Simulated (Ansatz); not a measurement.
# linear Sr chain: one chain at several levels of theory, part 2 of 3

How many channels does the linear Sr chain carry, and how sure is the answer?

Ansatz 0.2.0; DFT PBE, plane waves, PAW; relaxation of a chain's period (the session's first sound run).

So far. Step 2 (The relaxed wire, level PBE, cutoff 420 eV): The cell's length comes to 4.491 Å with no moment. That is +24 % against the start, more than a small adjustment.

### Step 3. The perfect wire, level PBE, k-mesh 1×1×18

This step: DFT PBE, plane waves, PAW; channels and complex bands of a perfect chain (Ansatz 0.2.0).

At the relaxed period the Bloch states of the perfect chain are found at each energy: those that move forward count the open channels, and those that decay describe how a disturbance dies away inside the wire itself. An energy step of 0.035 eV is under the 0.039 eV that the program asks for its thermal average at 300 K.

Contents of input.yaml:

```yaml
crystal:
  lattice:
    - [12.0, 0.0, 0.0]
    - [0.0, 12.0, 0.0]
    - [0.0, 0.0, 4.4907085734]
  atoms:
    - { symbol: Sr, position: [0.5, 0.5, 0.0] }
kpoints:
  mp_grid: { grid: [1, 1, 18] }
  band_path: { path: ["Γ", Z], npoints: 60 }
scf:
  occupations: { method: fermi_dirac, width: 0.05 }
hamiltonian:
  xc: pbe
output:
  transmission:
    e_range: [-2, 2]
    de: 0.035
    kmesh: [1, 1]
    reduced_basis: true
    leads: [[0, 0]]
  dos: { projected: true, e_range: [-6, 4] }
  write_potential: true
  write_density: true
  volumetric_format: npy
  elf: true
```

Launch:

```console
ansatz run input.yaml --threads 8 --pin off --max-ram 16384MiB --backend cpu --events-out ev --progress --plain --runs-dir out
```

Numbers of over 12 decimals in the logs are rounded to 6 here.

Log:

```text
[...]
Crystal: 1 atoms, lattice volume = 646.662 Å³
Basis set: ecut = 420 eV, 12639 PW (Γ)
Bands: 9, of which v1, the nominal top of the filled ones, is band 5 counted from 1 (4 counted from 0)
Symmetry: 16 space group operations
[...]
k-points: 10 of 18
[...]
SCF iter   1: F=—  HF=-3542.852602 eV  |F-HF|=—  |Δ(HF+E_count)|=         —  Δρ=3.74e-4  dr2=4.68e-4  ethr=1.77e-3  ⟨swp⟩=9.6  Hψ=981  notcnv=0
[...]
SCF iter   7: F=-3542.855399 eV  HF=-3542.855399 eV  |F-HF|=4.41e-9  |Δ(HF+E_count)|=   2.54e-8  Δρ=7.49e-7  dr2=9.81e-9  ethr=1.00e-9  ⟨swp⟩=4.2  Hψ=327  notcnv=0
SCF 1 converged in 7 iterations: F = -3542.855399 eV  dr2 = 9.81e-9
[...]
NSCF: frozen V_eff on 61 k-points
transmission: 6 of 36 steps passed
transmission: 12 of 36 steps passed
[...]
transmission: 36 of 36 steps passed
WARN: The output density's exchange-correlation potential varies sharply where the density is thin. Do not read a vacuum level from v_tot or v_xc, or from such a field of the output density. On a cell that repeats whose density bears no net charge and no dipole along the vacuum's axis use v_es (v_loc + v_h of the components); under efield.dipole_correction with no amplitude use v_es + v_field, which holds any externa [...]
Second SCF, for the conductance: iteration 1, dr2 3.235e-7 eV
Second SCF, for the conductance: iteration 2, dr2 1.078e-7 eV
Second SCF, for the conductance: iteration 3, dr2 4.358e-8 eV
transmission: 6 of 36 steps passed
transmission: 12 of 36 steps passed
[...]
transmission: 36 of 36 steps passed
SCF converged after 7 iterations
Free energy (F): -3542.855399 eV
[...]
Internal energy: -3542.853487 eV  (E = F + TS)
E sigma→0 (E₀):  -3542.854443 eV
Entropy (-TS):   -0.001912 eV (-1.912 meV/atom)
Fermi energy:    -1.433982 eV
[...]
--- Band table (eV; the first three rows and the last of 10) ---
[...]
--- Transmission ---
  basis      : 1265 plane waves across, 6 finite elements along
  points     : 1, standing for a mesh of 1 x 1
  filling    : by a second SCF (3 iterations) under fermi_dirac of width 0.025852 eV on a mesh of 1 x 1 x 51, whose Fermi level is -1.430219 eV
  energies   : 115 from -2.000000 to 1.990000 eV about the Fermi level, 0.035000 eV apart; the leads are filled to 0.000000 eV, and channels, transmission and decay are at -0.005000 eV
  crystal 0  : Sr1, at the sites [0, 0], period 4.4907 Å: whole cells are its period
    offset         : up to 0.0000 Å between an atom of the period and one for which it stands
    filled         : 0.0 meV over the level at which it is neutral
    channels       : 0.000000e0 a spin
    conductance    : 1.3841e11 S/m² at 300 K; may be off by some 0.4 % by where its bands' edges are placed, 0.0 % from the distance to neutral
    slowest decay  : 0.0381 /Å at (0.0000, 0.0000)
```

Elapsed: 1.9 min, on 8 threads of Arm Neoverse V1, shared host; peak memory 1.4 GiB.

This step gave:

| Item | Value |
| --- | --- |
| energy at zero smearing | -3542.8544 eV |
| channels at the energy nearest the Fermi level, one spin | 0 |
| conductance of the lead as this run defines it | 0.002572 G₀ |
| slowest decay in the lead at the energy nearest the Fermi level | 0.0381 Å⁻¹ |
| band gap | 0.3441 eV |

Open channels of the lead, one spin against energy, zero at the Fermi level:

```csv
energy (eV),"open channels of the lead, one spin"
-2.000,1
-1.790,1
-1.615,1
-1.405,1
-1.195,1
-0.985,1
-0.810,1
-0.600,1
-0.390,1
-0.215,1
-0.005,0
0.205,1
0.415,3
0.590,2
0.800,0
1.010,2
1.185,2
1.395,0
```

The slowest values at each energy, most degenerate partners merged, listed up to 1.5 1/Å. The Im kz of the slowest decaying states by energy, zero at the Fermi level:

```csv
energy (eV),decay 1 (Å⁻¹),decay 2 (Å⁻¹),decay 3 (Å⁻¹),decay 4 (Å⁻¹)
-2.0000,0.780,0.837,0.932,0.952
-1.7550,0.742,0.805,0.894,0.915
-1.5100,0.703,0.771,0.853,0.877
-1.2650,0.661,0.734,0.809,0.835
-0.9850,0.609,0.687,0.756,0.785
-0.7400,0.561,0.641,0.704,0.737
-0.4950,0.507,0.589,0.647,0.685
-0.2500,0.446,0.527,0.580,0.627
-0.0050,0.0381,0.372,0.448,0.498
0.2400,0.274,0.322,0.378,0.48
0.4850,0.0632,0.118,0.376,0.405
0.7650,0.163,0.213,0.316,0.580
1.0100,0.147,0.332,0.516,0.689
1.2550,0.191,0.317,0.442,0.632
1.5000,0.212,0.216,0.218,0.278
1.7450,0.202,0.206,0.223,0.310
```

Electronic bands along the path, in eV, zero at the Fermi level:

```csv
point,band 5,band 6,band 7,band 8,band 9
Γ,-2.12,0.44,0.44,0.50,0.83
halfway,-1.50,0.47,0.47,0.77,1.06
Z,-0.17,0.18,0.41,0.41,1.34
```

The electronic bands as a text plot (rows in eV):

```
    1.3 |                                      ++++++++++++++++++
    1.1 |                            ++++++++++
    1.0 |               +++++++++++++
    0.8 |+++++++++++++++            +++++++++++
    0.7 |                +++++++++++           +++++
    0.5 |++++++++++++++++     +++++++               ++++
    0.4 |+++++++++++++++++++++       ++++++++++++++++++++++++++++
    0.3 |                                                   +++++
    0.1 |
    0.0 |
   -0.2 |                                                     ***
   -0.3 |                                                  ***
   -0.5 |                                               ***
   -0.6 |                                            ***
   -0.8 |                                          **
   -0.9 |                                       ***
   -1.0 |                                    ***
   -1.2 |                                 ***
   -1.3 |                              ***
   -1.5 |                           ***
   -1.6 |                       ****
   -1.8 |                   ****
   -1.9 |              *****
   -2.1 |**************
         Γ                                                      Z
```

ELF in the ca plane at fractional y = 0.500, with atoms of Sr within 0.2 Å of it. It is the smooth field of the valence electrons, not physical close to the nuclei.

Ten even steps from '_' (0.00) to '@' (0.87), each cell a mean:
```
____________________________
____________________________
____________________________
....______________________..
----::..______________..::--
##**++--....______..::--++**
%%%%##++==::::::::--==**##%%
++********++====++++******++
......--++########**==::....
++==::..::**@@@@%%==....--==
@@@@%%--..==%%@@##::..++@@@@
::##@@**::--%%@@**..--%%@@==
++%%@@++..--%%@@**::::%%@@##
@@%%**::..==@@@@##--..--##@@
::::....--**%%@@%%++::....::
::::--==++**********++==--::
######**++==------==++######
%%##**==--::......::--++##%%
++++--::..__________..::==++
::::..________________....::
____________________________
____________________________
____________________________
____________________________
```
Columns run along c (4.5 Å), rows up along a (12.0 Å). Atoms in or near the plane, at fractional coordinates: Sr at (0.00, 0.50).

Valence density in the ca plane at fractional y = 0.500, with atoms of Sr within 0.2 Å of it. It is the smooth field of the valence electrons, not physical close to the nuclei.

Values in e/Å³, 24 rows by 14 columns, each cell a mean:
```
0.0 0.0 0.0 0.0 0.0 0.0 0.0 0.0 0.0 0.0 0.0 0.0 0.0 0.0
0.0 0.0 0.0 0.0 0.0 0.0 0.0 0.0 0.0 0.0 0.0 0.0 0.0 0.0
0.0 0.0 0.0 0.0 0.0 0.0 0.0 0.0 0.0 0.0 0.0 0.0 0.0 0.0
0.0 0.0 0.0 0.0 0.0 0.0 0.0 0.0 0.0 0.0 0.0 0.0 0.0 0.0
0.0 0.0 0.0 0.0 0.0 0.0 0.0 0.0 0.0 0.0 0.0 0.0 0.0 0.0
0.0 0.0 0.0 0.0 0.0 0.0 0.0 0.0 0.0 0.0 0.0 0.0 0.0 0.0
0.0 0.0 0.0 0.0 0.0 0.0 0.0 0.0 0.0 0.0 0.0 0.0 0.0 0.0
0.0 0.0 0.0 0.0 0.0 0.0 0.0 0.0 0.0 0.0 0.0 0.0 0.0 0.0
0.0 0.0 0.0 0.0 0.0 0.0 0.0 0.0 0.0 0.0 0.0 0.0 0.0 0.0
0.3 0.2 0.1 0.1 0.0 0.0 0.0 0.0 0.0 0.0 0.0 0.1 0.2 0.3
2.0 1.6 0.8 0.2 0.1 0.1 0.0 0.0 0.0 0.1 0.1 0.4 1.1 1.8
1.9 2.5 1.7 0.5 0.1 0.1 0.1 0.1 0.1 0.1 0.2 0.9 2.2 2.4
2.3 2.4 1.4 0.4 0.1 0.1 0.1 0.1 0.1 0.1 0.2 0.7 1.8 2.5
1.2 0.9 0.4 0.1 0.1 0.0 0.0 0.0 0.0 0.0 0.1 0.2 0.6 1.0
0.1 0.1 0.1 0.0 0.0 0.0 0.0 0.0 0.0 0.0 0.0 0.0 0.1 0.1
0.0 0.0 0.0 0.0 0.0 0.0 0.0 0.0 0.0 0.0 0.0 0.0 0.0 0.0
0.0 0.0 0.0 0.0 0.0 0.0 0.0 0.0 0.0 0.0 0.0 0.0 0.0 0.0
0.0 0.0 0.0 0.0 0.0 0.0 0.0 0.0 0.0 0.0 0.0 0.0 0.0 0.0
0.0 0.0 0.0 0.0 0.0 0.0 0.0 0.0 0.0 0.0 0.0 0.0 0.0 0.0
0.0 0.0 0.0 0.0 0.0 0.0 0.0 0.0 0.0 0.0 0.0 0.0 0.0 0.0
0.0 0.0 0.0 0.0 0.0 0.0 0.0 0.0 0.0 0.0 0.0 0.0 0.0 0.0
0.0 0.0 0.0 0.0 0.0 0.0 0.0 0.0 0.0 0.0 0.0 0.0 0.0 0.0
0.0 0.0 0.0 0.0 0.0 0.0 0.0 0.0 0.0 0.0 0.0 0.0 0.0 0.0
0.0 0.0 0.0 0.0 0.0 0.0 0.0 0.0 0.0 0.0 0.0 0.0 0.0 0.0
```
Columns run along c (4.5 Å), rows up along a (12.0 Å). Atoms in or near the plane, at fractional coordinates: Sr at (0.00, 0.50).

Electrostatic potential energy in the ca plane at fractional y = 0.500, with atoms of Sr within 0.2 Å of it. With pseudopotentials it is smooth inside the atoms' cores, unlike the true potential.

Values in eV, 24 rows by 14 columns, each cell a mean:
```
  1   1   1   1   1   1   1   1   1   1   1   1   1   1
  1   1   1   1   1   1   1   1   1   1   1   1   1   1
  1   1   1   1   1   1   1   1   1   1   1   1   1   1
  1   1   1   1   1   1   1   1   1   1   1   1   1   1
  1   1   1   1   1   1   1   1   1   1   1   1   1   1
  1   1   1   1   1   1   1   1   1   1   1   1   1   1
  0   0   0   0   1   1   1   1   1   1   0   0   0   0
 -1  -1  -1   0   0   0   1   1   1   0   0   0  -1  -1
 -4  -4  -3  -2  -1   0   0   1   0   0  -1  -2  -3  -4
-13 -11  -8  -4  -2  -1   0   0   0  -1  -3  -6  -9 -12
-45 -40 -23 -10  -5  -2   0   0  -1  -3  -6 -14 -30 -43
-52 -52 -42 -16  -7  -3  -1   0  -1  -4  -9 -25 -49 -52
-52 -51 -37 -14  -6  -2  -1   0  -1  -4  -8 -21 -45 -52
-31 -26 -15  -8  -4  -1   0   0  -1  -2  -5 -10 -19 -29
 -8  -7  -5  -3  -2   0   0   0   0  -1  -2  -4  -6  -7
 -2  -2  -2  -1   0   0   1   1   0   0   0  -1  -2  -2
  0   0   0   0   0   1   1   1   1   1   0   0   0   0
  0   0   0   1   1   1   1   1   1   1   1   0   0   0
  1   1   1   1   1   1   1   1   1   1   1   1   1   1
  1   1   1   1   1   1   1   1   1   1   1   1   1   1
  1   1   1   1   1   1   1   1   1   1   1   1   1   1
  1   1   1   1   1   1   1   1   1   1   1   1   1   1
  1   1   1   1   1   1   1   1   1   1   1   1   1   1
  1   1   1   1   1   1   1   1   1   1   1   1   1   1
```
Columns run along c (4.5 Å; values clipped at the 3rd and 97th percentile), rows up along a (12.0 Å). Atoms in or near the plane, at fractional coordinates: Sr at (0.00, 0.50).

By hand: the program gives 1.3841 × 10^11 S/m² over the cell's cross-section of 144.00 Å² = 1.440 × 10^-18 m², so one cell conducts 1.993 × 10^-7 S. Divided by G0 = 2e²/h = 7.748 × 10^-5 S this is 0.00257 G0, a resistance of 5017 kΩ.

At the computed energy nearest the Fermi level there are 0 channels a spin, and the thermal average gives 0.00257 G₀; the gap is 0.34 eV.

### Step 4. Relaxing the period

This step: DFT LDA, plane waves, PAW; relaxation of a chain's period (Ansatz 0.2.0).

The relaxation is repeated under another functional. LDA has no gradient terms and tends to overbind, so it marks the short end of the likely bond lengths.

Contents of input.yaml:

```yaml
crystal:
  lattice:
    - [12.0, 0.0, 0.0]
    - [0.0, 12.0, 0.0]
    - [0.0, 0.0, 3.627]
  atoms:
    - { symbol: Sr, position: [0.5, 0.5, 0.0], spin: 0.5 }
magnetization:
  spin_polarized: true
kpoints:
  mp_grid: { grid: [1, 1, 23] }
scf:
  occupations: { method: fermi_dirac, width: 0.05 }
hamiltonian:
  xc: lda
relax:
  cell: { fix: [a, b, alpha, beta, gamma] }
  max_steps: 60
```

Log:

```text
[...]
Crystal: 1 atoms, lattice volume = 522.288 Å³
Basis set: ecut = 420 eV, 10141 PW (Γ)
Bands: 10, of which v1, the nominal top of the filled ones, is band 5 counted from 1 (4 counted from 0)
Symmetry: 16 space group operations
[...]
k-points: 12 of 23
[...]
Starting moments: Σ|m| = 0.5 μB on 1 of 1 site
[...]
-0.005427       0.000000       0.000000
        0.000000      -0.005427       0.000000
        0.000000       0.000000       0.003178
  P = ⅓ Tr σ = -0.0026 GPa (-0.026 kbar)
--- Relaxed structure (6 steps of the walk, 6 accepted, 1 SCFs on fresh bases) ---
[...]
cell:  # Å, volume = 633.2357 Å³
    - [12.0, 0.0, 0.0]
    - [0.0, 12.0, 0.0]
    - [0.0, 0.0, 4.397470]
  atoms:
    - { symbol: Sr, position: [0.5, 0.5, 0.0] }
[key lines of the parts left out:]
SCF converged after 9 iterations
Magnetization: 0.0000 μB (5.0000 up, 5.0000 down)
Free energy (F): -3442.727234 eV
Fermi energy:    -1.530208 eV
```

Elapsed: 12 s, on 8 threads; peak memory 0.82 GiB.

The steps of the relaxation:

```csv
step,energy less that of the first step (eV),largest force component (eV/Å),pressure (GPa),volume (Å³)
1,0.0000,0.0000,0.18,522.29
2,-0.0273,0.0000,0.16,530.74
3,-0.0960,0.0000,0.13,556.20
4,-0.1461,0.0000,0.09,581.66
5,-0.1808,0.0000,0.04,607.77
6,-0.1911,0.0000,0.00,633.24
7*,-0.1918,0.0000,0.00,633.24
```

Relaxation steps marked * repeat the geometry before them on a plane-wave basis chosen anew for their cell, so energy and pressure can jump there.

```csv
cell as run,before,after,change
c (Å),3.627,4.397,+21.2 %
```

Final coordinates:

```
Sr
1.0
    12.00000    0.00000    0.00000
     0.00000   12.00000    0.00000
     0.00000    0.00000    4.39747
Sr
1
Direct
  0.50000 0.50000 0.00000
```

The cell's length comes to 4.397 Å, -2.1 % against the first run, with no moment. That is +21 % against the start, more than a small adjustment.

The cell grew by 21.2 % in its periodic edges.

### Step 5. The perfect wire, level LDA, k-mesh 1×1×19

This step: DFT LDA, plane waves, PAW; channels and complex bands of a perfect chain (Ansatz 0.2.0).

The channels are counted again under LDA, at the period that it gave.

Contents of input.yaml:

```yaml
crystal:
  lattice:
    - [12.0, 0.0, 0.0]
    - [0.0, 12.0, 0.0]
    - [0.0, 0.0, 4.3974698993]
  atoms:
    - { symbol: Sr, position: [0.5, 0.5, 0.0] }
kpoints:
  mp_grid: { grid: [1, 1, 19] }
  band_path: { path: ["Γ", Z], npoints: 60 }
scf:
  occupations: { method: fermi_dirac, width: 0.05 }
hamiltonian:
  xc: lda
output:
  transmission:
    e_range: [-2, 2]
    de: 0.035
    kmesh: [1, 1]
    reduced_basis: true
    leads: [[0, 0]]
  dos: { projected: true, e_range: [-6, 4] }
```

Log:

```text
[...]
Crystal: 1 atoms, lattice volume = 633.236 Å³
Basis set: ecut = 420 eV, 12391 PW (Γ)
Bands: 9, of which v1, the nominal top of the filled ones, is band 5 counted from 1 (4 counted from 0)
Symmetry: 16 space group operations
[...]
k-points: 10 of 19
[...]
--- Band table (eV; the first three rows and the last of 10) ---
[...]
--- Transmission ---
  basis      : 1265 plane waves across, 6 finite elements along
  points     : 1, standing for a mesh of 1 x 1
[...]
crystal 0  : Sr1, at the sites [0, 0], period 4.3975 Å: whole cells are its period
[...]
filled         : 0.1 meV over the level at which it is neutral
    channels       : 0.000000e0 a spin
[...]
slowest decay  : 0.0484 /Å at (0.0000, 0.0000)
[key lines of the parts left out:]
SCF converged after 6 iterations
Free energy (F): -3442.727333 eV
Fermi energy:    -1.533792 eV
```

It took 1.8 min on 8 threads; peak memory 1.3 GiB; 10 min of CPU time.

The open channels of the lead, one spin by energy, zero at the Fermi level:

```csv
energy (eV),"open channels of the lead, one spin"
-2.000,1
-1.895,1
-1.790,1
-1.685,1
-1.615,1
-1.510,1
-1.405,1
-1.300,1
-1.195,1
-1.090,1
-0.985,1
-0.915,1
-0.810,1
-0.705,1
-0.600,1
-0.495,1
-0.390,1
-0.285,1
-0.215,1
-0.110,0
-0.005,0
0.100,0
0.205,0
0.310,3
0.415,4
0.485,2
0.590,2
0.695,2
0.800,2
0.905,2
1.010,2
1.115,2
1.185,2
1.290,0
```

At the computed energy nearest the Fermi level there are 0 channels a spin, and the thermal average gives 4.4e-4 G₀; the gap is 0.44 eV.

### Step 6. The relaxed wire

This step: DFT RPBE, plane waves, PAW; relaxation of a chain's period (Ansatz 0.2.0).

The relaxation is repeated under another functional. RPBE strengthens the exchange enhancement and tends to longer, weaker bonds than PBE.

Contents of input.yaml:

```yaml
crystal:
  lattice:
    - [12.0, 0.0, 0.0]
    - [0.0, 12.0, 0.0]
    - [0.0, 0.0, 3.627]
  atoms:
    - { symbol: Sr, position: [0.5, 0.5, 0.0], spin: 0.5 }
magnetization:
  spin_polarized: true
kpoints:
  mp_grid: { grid: [1, 1, 23] }
scf:
  occupations: { method: fermi_dirac, width: 0.05 }
hamiltonian:
  xc: rpbe
relax:
  cell: { fix: [a, b, alpha, beta, gamma] }
  max_steps: 60
```

Log:

```text
[...]
Crystal: 1 atoms, lattice volume = 522.288 Å³
Basis set: ecut = 420 eV, 10141 PW (Γ), exchange–correlation on 162×162×50 points (8 copies of the dense FFT grid, shifted against one another)
Bands: 10, of which v1, the nominal top of the filled ones, is band 5 counted from 1 (4 counted from 0)
Symmetry: 16 space group operations
[...]
-0.007276       0.000000       0.000000
        0.000000      -0.007276       0.000000
        0.000000       0.000000       0.011634
  P = ⅓ Tr σ = -0.0010 GPa (-0.010 kbar)
--- Relaxed structure (8 steps of the walk, 8 accepted, 1 SCFs on fresh bases) ---
[...]
cell:  # Å, volume = 653.7723 Å³
    - [12.0, 0.0, 0.0]
    - [0.0, 12.0, 0.0]
    - [0.0, 0.0, 4.540086]
  atoms:
    - { symbol: Sr, position: [0.5, 0.5, 0.0] }
[key lines of the parts left out:]
SCF converged after 7 iterations
Magnetization: -0.0000 μB (5.0000 up, 5.0000 down)
Free energy (F): -3549.802052 eV
Fermi energy:    -1.404169 eV
```

Elapsed: 20 s, on 8 threads; peak memory 0.89 GiB; 2.4 min of CPU time.

Step by step:

```csv
step,energy less that of the first step (eV),largest force component (eV/Å),pressure (GPa),volume (Å³)
1,0.0000,0.0000,0.24,522.29
2,-0.0480,0.0000,0.22,533.51
3,-0.1423,0.0000,0.16,559.26
4,-0.2119,0.0000,0.12,584.72
5,-0.2619,0.0000,0.08,610.19
6,-0.2883,0.0000,0.03,635.65
7,-0.2926,0.0000,0.01,646.69
8,-0.2935,0.0000,0.00,653.77
9*,-0.2946,0.0000,0.00,653.77
```

Relaxation steps marked * repeat the geometry before them on a plane-wave basis chosen anew for their cell, so energy and pressure can jump there.

```csv
cell as run,before,after,change
c (Å),3.627,4.540,+25.2 %
```

Final coordinates:

```
Sr
1.0
    12.00000    0.00000    0.00000
     0.00000   12.00000    0.00000
     0.00000    0.00000    4.54009
Sr
1
Direct
  0.50000 0.50000 0.00000
```

The cell's length comes to 4.540 Å, +1.1 % against the first run, with no moment. That is +25 % against the start, more than a small adjustment.

The cell grew by 25.2 % in its periodic edges.

### Step 7. The wire at its relaxed period, level RPBE, k-mesh 1×1×18

This step: DFT RPBE, plane waves, PAW; channels and complex bands of a perfect chain (Ansatz 0.2.0).

The channels are counted again under RPBE, at the period that it gave.

Contents of input.yaml:

```yaml
crystal:
  lattice:
    - [12.0, 0.0, 0.0]
    - [0.0, 12.0, 0.0]
    - [0.0, 0.0, 4.5400855222]
  atoms:
    - { symbol: Sr, position: [0.5, 0.5, 0.0] }
kpoints:
  mp_grid: { grid: [1, 1, 18] }
  band_path: { path: ["Γ", Z], npoints: 60 }
scf:
  occupations: { method: fermi_dirac, width: 0.05 }
hamiltonian:
  xc: rpbe
output:
  transmission:
    e_range: [-2, 2]
    de: 0.035
    kmesh: [1, 1]
    reduced_basis: true
    leads: [[0, 0]]
  dos: { projected: true, e_range: [-6, 4] }
```

Log:

```text
[...]
Crystal: 1 atoms, lattice volume = 653.772 Å³
Basis set: ecut = 420 eV, 12847 PW (Γ)
Bands: 9, of which v1, the nominal top of the filled ones, is band 5 counted from 1 (4 counted from 0)
Symmetry: 16 space group operations
[...]
k-points: 10 of 18
[...]
--- Band table (eV; the first three rows and the last of 10) ---
[...]
--- Transmission ---
  basis      : 1265 plane waves across, 6 finite elements along
  points     : 1, standing for a mesh of 1 x 1
[...]
crystal 0  : Sr1, at the sites [0, 0], period 4.5401 Å: whole cells are its period
[...]
filled         : 0.0 meV under the level at which it is neutral
    channels       : 0.000000e0 a spin
[...]
slowest decay  : 0.0315 /Å at (0.0000, 0.0000)
[key lines of the parts left out:]
SCF converged after 6 iterations
Free energy (F): -3549.801469 eV
Fermi energy:    -1.402195 eV
```

The job ended after 2 min (8 threads; peak memory 1.5 GiB).

Open channels of the lead, one spin against energy, zero at the Fermi level:

```csv
energy (eV),"open channels of the lead, one spin"
-2.000,1
-1.790,1
-1.615,1
-1.405,1
-1.195,1
-0.985,1
-0.810,1
-0.600,1
-0.390,1
-0.215,1
-0.005,0
0.205,1
0.415,1
0.590,2
0.800,0
1.010,2
1.185,2
1.395,0
1.605,0
1.815,1
```

At the computed energy nearest the Fermi level there are 0 channels a spin, and the thermal average gives 0.00825 G₀; the gap is 0.28 eV.

(Continued in part 3 of 3.)

[Logs are printed without paths, hosts, clocks, repeated set-up lines and the standing remarks that a program may print on its own settings, such as how far it seeks lower states.]

[Hosts, paths, dates, database ids (printed as entryN), source tags and the programs' standing remarks are cut or masked in the printed files.]
